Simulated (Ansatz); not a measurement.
# Tetragonal PbO monolayer in a perpendicular field, part 2 of 2

Aim: how the tetragonal PbO monolayer screens a field along its normal, and what the field does to its bands. A positive field points along +c.

Ansatz 0.2.0; plane-wave DFT, PBE-D3(BJ), Ansatz PAW.

So far, gap on the k-mesh (eV): step 2 (relaxation) 2.59.

## Step 3: Single point, field 0

A sawtooth potential applies the field, turning back in the middle of the vacuum. With the dipole correction the typed value is the field outside the slab. The induced dipole is small, so the SCF threshold is tight.

The cell differs from the one that the last finished run ended in (c 33.814 → 20.413 Å).

File input.yaml:

```yaml
crystal:
  lattice:
    - [4.0129650066, 0.0, 0.0]
    - [0.0, 4.0129650066, 0.0]
    - [0.0, 0.0, 20.4128328066]
  atoms:
    - { symbol: Pb, position: [0.5, 0.0, 0.440899119] }
    - { symbol: O, position: [0.0, 0.0, 0.5] }
    - { symbol: O, position: [0.5, 0.5, 0.5] }
    - { symbol: Pb, position: [0.0, 0.5, 0.559100881] }
kpoints:
  mp_grid: { grid: [12, 12, 1] }
  band_path:
    path: [[0, 0, 0], [0.5, 0, 0], [0.5, 0.5, 0], [0, 0, 0]]
    npoints: 16
hamiltonian:
  xc: pbe
  dispersion: d3bj
scf:
  occupations: { method: fermi_dirac, width: 0.02585 }
  convergence: { dr2_threshold: 1.0e-10 }
efield:
  axis: 3
  dipole_correction: true
  ramp_position: 0.97
  ramp_width: 0.06
  amplitude: 0
output:
  dos: { projected: true, e_range: [-6, 5] }
  write_potential: true
  write_density: true
  volumetric_format: npy
  elf: true
```

The run is started by

```console
$ ansatz run input.yaml --threads 2 --pin off --max-ram 3072MiB --backend cpu --events-out ev --progress --plain --runs-dir out
```

Numbers of over 12 decimals in the logs are rounded to 6 here.

What it wrote:

```text
[...]
Crystal: 4 atoms, lattice volume = 328.726 Å³
Basis set: ecut = 420 eV, 6429 PW (Γ)
Bands: 24, of which v1, the nominal top of the filled ones, is band 20 counted from 1 (19 counted from 0)
Symmetry: 8 space group operations
k-points: 28 of 144
[...]
SCF iter   1: F=—  HF=-24947.631538 eV  |F-HF|=—  |Δ(HF+E_count)|=         —  Δρ=1.02e-3  dr2=5.20e-3  ethr=1.77e-3  p=0.000 e·Å  D=1.43e-14 V/Å  ΔV_dip=-0.00 eV  dr2_dipole=1.74e-11  V_vac-E_F(+/−)=3.26/3.27 eV  ⟨swp⟩=7.8  Hψ=3739  notcnv=0
efield: sawtooth ramp at fractional position 0.9700 (set: `efield.ramp_position`, or a place that a band, a saddle search or an elastic batch's reference lends), width 0.0600; the density the first Hamiltonian is built on has a dipole p = 0.000 e·Å; the dipole correction subtracts the counter field D = 1.43e-14 V/Å, which shifts the + side's vacuum level by -0.00 eV against the − side's; the planar-averaged density in the ramp window peaks in size at 1.5e-5 e/Å³
[...]
SCF iter   2: F=—  HF=-24947.634797 eV  |F-HF|=—  |Δ(HF+E_count)|=   3.26e-3  Δρ=8.70e-4  dr2=2.72e-3  ethr=1.30e-5  p=-0.000 e·Å  D=-2.24e-6 V/Å  ΔV_dip=0.00 eV  dr2_dipole=4.81e-14  V_vac-E_F(+/−)=3.29/3.29 eV  ⟨swp⟩=3.9  Hψ=1800  notcnv=0
[...]
SCF iter   9: F=-24947.636166 eV  HF=-24947.636166 eV  |F-HF|=6.91e-11  |Δ(HF+E_count)|=  1.82e-11  Δρ=1.03e-7  dr2=4.95e-11  ethr=1.00e-12  p=-0.000 e·Å  D=-5.36e-7 V/Å  ΔV_dip=0.00 eV  dr2_dipole=6.88e-12  V_vac-E_F(+/−)=3.25/3.25 eV  ⟨swp⟩=5.1  Hψ=1990  notcnv=0
SCF 1 converged in 9 iterations: F = -24947.636166 eV  dr2 = 4.95e-11
[...]
NSCF: frozen V_eff on 49 k-points
efield: sawtooth ramp at fractional position 0.9700 (kept from the solve that this one continues, or follows in the run), width 0.0600; the density the first Hamiltonian is built on has a dipole p = -0.000 e·Å; the dipole correction subtracts the counter field D = -5.36e-7 V/Å, which shifts the + side's vacuum level by +0.00 eV against the − side's; the planar-averaged density in the ramp window peaks in size at 2.5e-6 e/Å³
[...]
SCF converged after 9 iterations
Free energy (F): -24947.636166 eV
[...]
Internal energy: -24947.636166 eV  (E = F + TS)
E sigma→0 (E₀):  -24947.636166 eV
Fermi energy:    -0.194650 eV
Dipole field:    D = 0.000002 V/Å  (p = 0.000004 e·Å, saw-weighted, corrected)
Work function:   Φ+ = 3.2489 eV   Φ− = 3.2490 eV
Levels:          The Fermi level and band energies are counted from a zero that moves with the ramp; work functions are not
[...]
--- Band table (eV; the first three rows and the last of 28) ---
  k-point 0: bands = [... 16 lower, -2.5981, -2.5120, -2.5120, -1.5176, 1.0749, 1.0994, 2.9938, 3.1829]
  k-point 1: bands = [... 16 lower, -2.7519, -2.5582, -2.4663, -1.5222, 1.2231, 1.2259, 3.0598, 3.2575]
  k-point 2: bands = [... 16 lower, -2.9643, -2.6928, -2.5140, -1.5430, 1.5581, 1.6043, 3.0421, 3.3197]
  k-point 27: bands = [... 16 lower, -2.7876, -2.7876, -1.9012, -1.9012, 1.6879, 1.6879, 3.7023, 3.7023]
```

It took 22 s on 2 threads of Arm Neoverse V1, shared host; peak memory 0.59 GiB; 43 s of CPU time.

In the SCF lines HF is the Harris–Foulkes energy and dr2 the Hartree energy of the density residual, in eV; the loop may stop once dr2 is under the threshold and the program's other checks hold. Hψ counts applications of the Hamiltonian.

This step gave:

* dipole along the normal: 4.03e-6 e·Å
* gap along the path: 2.593 eV
* smallest direct gap along the path: 2.593 eV
* ionisation energy, upper face: 4.572 eV
* electron affinity, upper face: 1.979 eV
* gap, the smaller of path and mesh: 2.593 eV

Running mean over a fixed 2.7 Å (it still follows the layers) of the planar mean; the ramp of the sawtooth is left out. The electron's electrostatic potential energy less the Fermi level by z:

| z (Å) | electron's electrostatic potential energy less the Fermi level (eV) |
| --- | --- |
| 3.0 | 3.25 |
| 3.5 | 3.25 |
| 4.0 | 3.25 |
| 4.5 | 3.25 |
| 5.0 | 3.24 |
| 5.5 | 3.23 |
| 6.0 | 3.17 |
| 6.5 | 2.98 |
| 7.0 | 2.25 |
| 7.5 | 0.635 |
| 8.0 | -1.13 |
| 8.5 | -2.72 |
| 9.0 | -4.37 |
| 9.5 | -5.63 |
| 10.0 | -5.97 |
| 10.5 | -5.95 |
| 11.0 | -5.46 |
| 11.5 | -4.09 |
| 12.0 | -2.44 |
| 12.5 | -0.834 |
| 13.0 | 0.946 |
| 13.5 | 2.45 |
| 14.0 | 3.03 |
| 14.5 | 3.19 |
| 15.0 | 3.23 |
| 15.5 | 3.24 |
| 16.0 | 3.25 |
| 16.5 | 3.25 |
| 17.0 | 3.25 |
| 17.5 | 3.25 |

The density of states has structure finer than the step of the table below, so its rows give means over 0.25 eV, whole bins alone (the curve runs from -6 to 3.07 eV). Peaks (eV: height): -4.810: 4.47, -4.260: 4.13, -2.800: 8.28, -2.060: 7.66, -1.340: 5.40, 2.050: 12.3, 2.190: 7.29.

The density of states by energy, zero at the Fermi level of the run, which the smearing sets inside the gap; means over each step:

| energy (eV) | density of states (states/eV a cell) |
| --- | --- |
| -5.25 | 0 |
| -5.00 | 2.29 |
| -4.75 | 3.31 |
| -4.50 | 2.71 |
| -4.25 | 3.12 |
| -4.00 | 2.78 |
| -3.75 | 1.67 |
| -3.50 | 1.99 |
| -3.25 | 2.31 |
| -3.00 | 2.46 |
| -2.75 | 5.69 |
| -2.50 | 3.58 |
| -2.25 | 4.07 |
| -2.00 | 5.40 |
| -1.75 | 3.13 |
| -1.50 | 2.50 |
| -1.25 | 0.933 |
| -1.00 | 0 |
| -0.75 | 0 |
| -0.50 | 0 |
| -0.25 | 0 |
| 0.00 | 0 |
| 0.25 | 0 |
| 0.50 | 0 |
| 0.75 | 0 |
| 1.00 | 0 |
| 1.25 | 0.109 |
| 1.50 | 0.718 |
| 1.75 | 1.62 |
| 2.00 | 5.94 |
| 2.25 | 4.87 |
| 2.50 | 2.01 |
| 2.75 | 1.97 |

Projected DOS per atom over height of the atomic layer and energy from the Fermi level. Layers: Pb O2 Pb from below.

Ten even steps from '0' (0.00 states/eV) to '9' (2.03 states/eV), each cell a mean:
```
303
313
929
101
000
000
000
000
000
000
111
242
292
262
272
040
030
151
141
141
000
000
```
Columns: height of the atomic layer (Å) from 9 to 11.4; rows upwards: energy from the Fermi level (eV) from -5.96 to 3.04.

The electronic bands at the labelled points (eV, zero at the Fermi level of the run, which the smearing sets inside the gap):

| point | band 17 | band 18 | band 19 | band 20 | band 21 | band 22 | band 23 | band 24 |
| --- | --- | --- | --- | --- | --- | --- | --- | --- |
| Γ | -2.40 | -2.32 | -2.32 | -1.32 | 1.27 | 1.29 | 3.19 | 3.38 |
| halfway | -2.97 | -2.71 | -2.42 | -1.40 | 2.16 | 2.26 | 2.73 | 3.83 |
| X | -3.60 | -3.60 | -1.97 | -1.97 | 2.05 | 2.05 | 3.64 | 3.64 |
| halfway | -2.54 | -2.54 | -2.12 | -2.12 | 2.09 | 2.09 | 3.97 | 3.97 |
| M | -2.59 | -2.59 | -1.71 | -1.71 | 1.88 | 1.88 | 3.90 | 3.90 |
| halfway | -3.48 | -2.87 | -1.93 | -1.57 | 2.14 | 2.78 | 3.09 | 3.66 |
| Γ | -2.40 | -2.32 | -2.32 | -1.32 | 1.27 | 1.29 | 3.19 | 3.38 |

ELF in the ca plane at fractional y = 0.000, with atoms of Pb and O within 0.2 Å of it. It is the smooth field of the valence electrons, not physical close to the nuclei.

Ten even steps from '0' (0.00) to '9' (0.81), each cell a mean:
```
00000000000000000011159879830000000000000000
00000000000000124543226999620000000000000000
00000000000013578765432455310000000000000000
00000000000135898765333211000000000000000000
00000000000147998652003310000000000000000000
00000000000247998651002410000000000000000000
00000000000136898753113310000000000000000000
00000000000024788765443232100000000000000000
00000000000001356664324787410000000000000000
00000000000000011222149999730000000000000000
00000000000000000000269759830000000000000000
```
Columns run along c (16.0 Å, from fractional 0.08 to 0.86 of the cell), rows up along a (4.0 Å). Atoms in or near the plane, at fractional coordinates: Pb at (0.44, 0.50), O at (0.50, 0.00).

Electrostatic potential energy in the ca plane at fractional y = 0.000, with atoms of Pb and O within 0.2 Å of it. With pseudopotentials it is smooth inside the atoms' cores, unlike the true potential.

Ten even steps from '0' (-38 eV) to '9' (3 eV), each cell a mean:
```
99999999999999999999995003999999999999999999
99999999999999999999888658999999999999999999
99999999999999999986447899999999999999999999
99999999999999999851002699999999999999999999
99999999999999999820210489999999999999999999
99999999999999999720320389999999999999999999
99999999999999999830000589999999999999999999
99999999999999999973114899999999999999999999
99999999999999999998778889999999999999999999
99999999999999999999997215999999999999999999
99999999999999999999994001899999999999999999
```
Columns run along c (16.0 Å, from fractional 0.08 to 0.86 of the cell; values clipped at the 3rd and 97th percentile), rows up along a (4.0 Å). Atoms in or near the plane, at fractional coordinates: Pb at (0.44, 0.50), O at (0.50, 0.00).

Valence density in the ca plane at fractional y = 0.000, with atoms of Pb and O within 0.2 Å of it. It is the smooth field of the valence electrons, not physical close to the nuclei.

Values in e/Å³, 6 rows by 16 columns, each cell a mean:
```
0.0 0.0 0.0 0.0 0.0 0.0 0.0 0.2 2.6 1.1 0.0 0.0 0.0 0.0 0.0 0.0
0.0 0.0 0.0 0.0 0.0 0.0 0.2 1.1 0.5 0.1 0.0 0.0 0.0 0.0 0.0 0.0
0.0 0.0 0.0 0.0 0.0 0.0 0.8 6.1 1.3 0.0 0.0 0.0 0.0 0.0 0.0 0.0
0.0 0.0 0.0 0.0 0.0 0.0 0.6 4.5 1.0 0.0 0.0 0.0 0.0 0.0 0.0 0.0
0.0 0.0 0.0 0.0 0.0 0.0 0.1 0.5 0.6 0.3 0.0 0.0 0.0 0.0 0.0 0.0
0.0 0.0 0.0 0.0 0.0 0.0 0.0 0.2 3.7 1.6 0.0 0.0 0.0 0.0 0.0 0.0
```
Columns run along c (16.0 Å, from fractional 0.08 to 0.86 of the cell), rows up along a (4.0 Å). Atoms in or near the plane, at fractional coordinates: Pb at (0.44, 0.50), O at (0.50, 0.00).

The gap is 2.59 eV, with the valence edge 4.57 eV and the conduction edge 1.98 eV under the upper vacuum level. Spin-orbit coupling, left out in this run, matters for the bands of elements this heavy.

## Step 4: Single point, field 0.1 V/Å

input.yaml: that of step 3 with these lines changed.

```diff
@@ -26,5 +26,4 @@
   ramp_width: 0.06
-  amplitude: 0
+  amplitude: 0.1
 output:
-  dos: { projected: true, e_range: [-6, 5] }
   write_potential: true
@@ -32,2 +31 @@
   volumetric_format: npy
-  elf: true
```

What it wrote:

```text
[...]
Crystal: 4 atoms, lattice volume = 328.726 Å³
Basis set: ecut = 420 eV, 6429 PW (Γ)
Bands: 24, of which v1, the nominal top of the filled ones, is band 20 counted from 1 (19 counted from 0)
Symmetry: 8 space group operations
k-points: 28 of 144
[...]
--- Band table (eV; the first three rows and the last of 28) ---
  k-point 0: bands = [... 16 lower, -2.5994, -2.5133, -2.5133, -1.5191, 1.0116, 1.1549, 2.7204, 3.3927]
  k-point 1: bands = [... 16 lower, -2.7532, -2.5595, -2.4676, -1.5236, 1.1476, 1.2929, 2.7921, 3.4629]
  k-point 2: bands = [... 16 lower, -2.9656, -2.6940, -2.5154, -1.5443, 1.4936, 1.6585, 2.9703, 3.1159]
  k-point 27: bands = [... 16 lower, -2.8073, -2.7702, -1.9046, -1.9004, 1.6862, 1.6862, 3.7011, 3.7011]
[key lines of the parts left out:]
SCF converged after 12 iterations
Free energy (F): -24947.638341 eV
Fermi energy:    -0.222829 eV
Dipole field:    D = 0.023940 V/Å  (p = 0.043491 e·Å, saw-weighted, corrected)
```

The job ended after 25 s (2 threads; peak memory 0.58 GiB).

The dipole is 0.0435 e·Å, and the gap 2.531 eV.

## Step 5: Atoms held, field -0.1 V/Å

input.yaml: that of step 4 with these lines changed.

```diff
@@ -26,3 +26,3 @@
   ramp_width: 0.06
-  amplitude: 0.1
+  amplitude: -0.1
 output:
```

What it wrote:

```text
[...]
Crystal: 4 atoms, lattice volume = 328.726 Å³
Basis set: ecut = 420 eV, 6429 PW (Γ)
Bands: 24, of which v1, the nominal top of the filled ones, is band 20 counted from 1 (19 counted from 0)
Symmetry: 8 space group operations
k-points: 28 of 144
[...]
--- Band table (eV; the first three rows and the last of 28) ---
  k-point 0: bands = [... 16 lower, -2.5994, -2.5133, -2.5133, -1.5191, 1.0116, 1.1549, 2.7204, 3.3927]
  k-point 1: bands = [... 16 lower, -2.7532, -2.5595, -2.4676, -1.5236, 1.1476, 1.2929, 2.7921, 3.4629]
  k-point 2: bands = [... 16 lower, -2.9656, -2.6940, -2.5154, -1.5443, 1.4936, 1.6585, 2.9703, 3.1159]
  k-point 27: bands = [... 16 lower, -2.8073, -2.7702, -1.9046, -1.9004, 1.6862, 1.6862, 3.7011, 3.7011]
[key lines of the parts left out:]
SCF converged after 12 iterations
Free energy (F): -24947.638341 eV
Fermi energy:    -0.222829 eV
Dipole field:    D = -0.023940 V/Å  (p = -0.043490 e·Å, saw-weighted, corrected)
```

Run time: 25 s. Hardware: 2 threads; peak memory 0.58 GiB; 49 s of CPU time.

The dipole is -0.0435 e·Å, and the gap 2.531 eV.

## Step 6: Response, atoms held

This step: plane-wave DFT, PBE-D3(BJ), Ansatz PAW; response to a field along the normal, atoms held (Ansatz 0.2.0).

The dipoles give the slope, and the difference of two potentials shows where the field is screened.

Numbers from this step:

| Item | Value |
| --- | --- |
| equivalent conductor thickness p/(ε₀AE) | 4.887 Å |
| distance between the outer atoms | 2.413 Å |

Dipole of the cell against applied field:

| applied field (V/Å) | dipole of the cell (e·Å) |
| --- | --- |
| -0.1000 | -0.0435 |
| 0.0000 | 4.0e-6 |
| 0.1000 | 0.0435 |

Local field over the applied field, running mean. From the potentials at -0.1 and 0.1 V/Å; running mean over 2.5 Å. Table of local field over applied field by z:

| z (Å) | local field over applied field |
| --- | --- |
| 4.5 | 0.994 |
| 5.0 | 0.986 |
| 5.5 | 0.966 |
| 6.0 | 0.922 |
| 6.5 | 0.838 |
| 7.0 | 0.708 |
| 7.5 | 0.558 |
| 8.0 | 0.408 |
| 8.5 | 0.268 |
| 9.0 | 0.171 |
| 9.5 | 0.121 |
| 10.0 | 0.0979 |
| 10.5 | 0.100 |
| 11.0 | 0.128 |
| 11.5 | 0.184 |
| 12.0 | 0.291 |
| 12.5 | 0.434 |
| 13.0 | 0.585 |
| 13.5 | 0.733 |
| 14.0 | 0.856 |
| 14.5 | 0.932 |
| 15.0 | 0.970 |
| 15.5 | 0.988 |
| 16.0 | 0.995 |

Electrons, planar mean, per unit field. Induced electron density against z:

| z (Å) | induced electron density (e/Å³ per V/Å) |
| --- | --- |
| 4.11 | 1.3e-5 |
| 4.54 | 2.9e-5 |
| 4.96 | 6.5e-5 |
| 5.39 | 1.4e-4 |
| 5.81 | 3.0e-4 |
| 6.24 | 5.9e-4 |
| 6.66 | 0.00113 |
| 7.09 | 0.00196 |
| 7.51 | 0.00279 |
| 7.94 | 0.00259 |
| 8.36 | 7.9e-4 |
| 8.79 | 7.0e-4 |
| 9.21 | 7.9e-4 |
| 9.64 | 2.4e-4 |
| 10.06 | -6.7e-4 |
| 10.35 | 6.7e-4 |
| 10.77 | -2.4e-4 |
| 11.20 | -7.9e-4 |
| 11.62 | -7.0e-4 |
| 12.05 | -7.9e-4 |
| 12.47 | -0.00259 |
| 12.90 | -0.00279 |
| 13.32 | -0.00196 |
| 13.75 | -0.00113 |
| 14.18 | -5.9e-4 |
| 14.60 | -3.0e-4 |
| 15.03 | -1.4e-4 |
| 15.45 | -6.5e-5 |
| 15.88 | -2.9e-5 |
| 16.30 | -1.3e-5 |

The smaller of the gaps on the path and on the k-mesh, counted as 0 under 0.03 eV. The gap by applied field:

| applied field (V/Å) | gap (eV) |
| --- | --- |
| -0.1000 | 2.53 |
| 0.0000 | 2.59 |
| 0.1000 | 2.53 |

By hand: between -0.1 and 0.1 V/Å the dipole changes by 0.08698 e·Å, a slope of 0.4349 e·Å²/V. A perfect conductor of thickness t has p = ε₀AEt, so t = 180.95 × 0.4349 / 16.104 = 4.89 Å (e/ε₀ = 180.95 V·Å, A in Å²).

The induced dipole is that of a conductor 4.89 Å thick.

## Step 7: Summary of results

- gap without field: 2.59 eV
- ionisation energy, upper face: 4.57 eV
- electron affinity, upper face: 1.98 eV
- equivalent conductor thickness, atoms held: 4.89 Å

The induced dipole equals that of a perfect conductor 4.89 Å thick, while the outer atoms lie 2.41 Å apart; an out-of-plane ε follows only once a thickness t is chosen, by 1 − 1/ε = 4.89 Å / t. The gap goes from 2.59 eV to 2.53 eV at -0.1 V/Å. In a field the lowest empty level of a wide-gap layer can be a state in the vacuum, whose place depends on the cell. With the field reversed the gap is 2.53 eV at 0.1 V/Å. Semilocal functionals give gaps that are too small, and excitons are not included. Spin-orbit coupling is left out, which matters for the bands of elements this heavy.

[Logs are printed without paths, hosts, clocks, repeated set-up lines and the standing remarks that a program may print on its own settings, such as how far it seeks lower states.]

[Hosts, paths, dates, database ids (printed as entryN), source tags and the programs' standing remarks are cut or masked in the printed files.]

[Maps of the electrostatic potential energy from Ansatz leave out the sawtooth potential of an applied field or a dipole correction, so their vacuum need not be flat; planar profiles and work functions include it.]

[The density of states shown here was stored with 400 of the rows of the run's finer table, so its peaks can read low, often by over a quarter, or be missed, and its means over a window can be off by a tenth or more.]
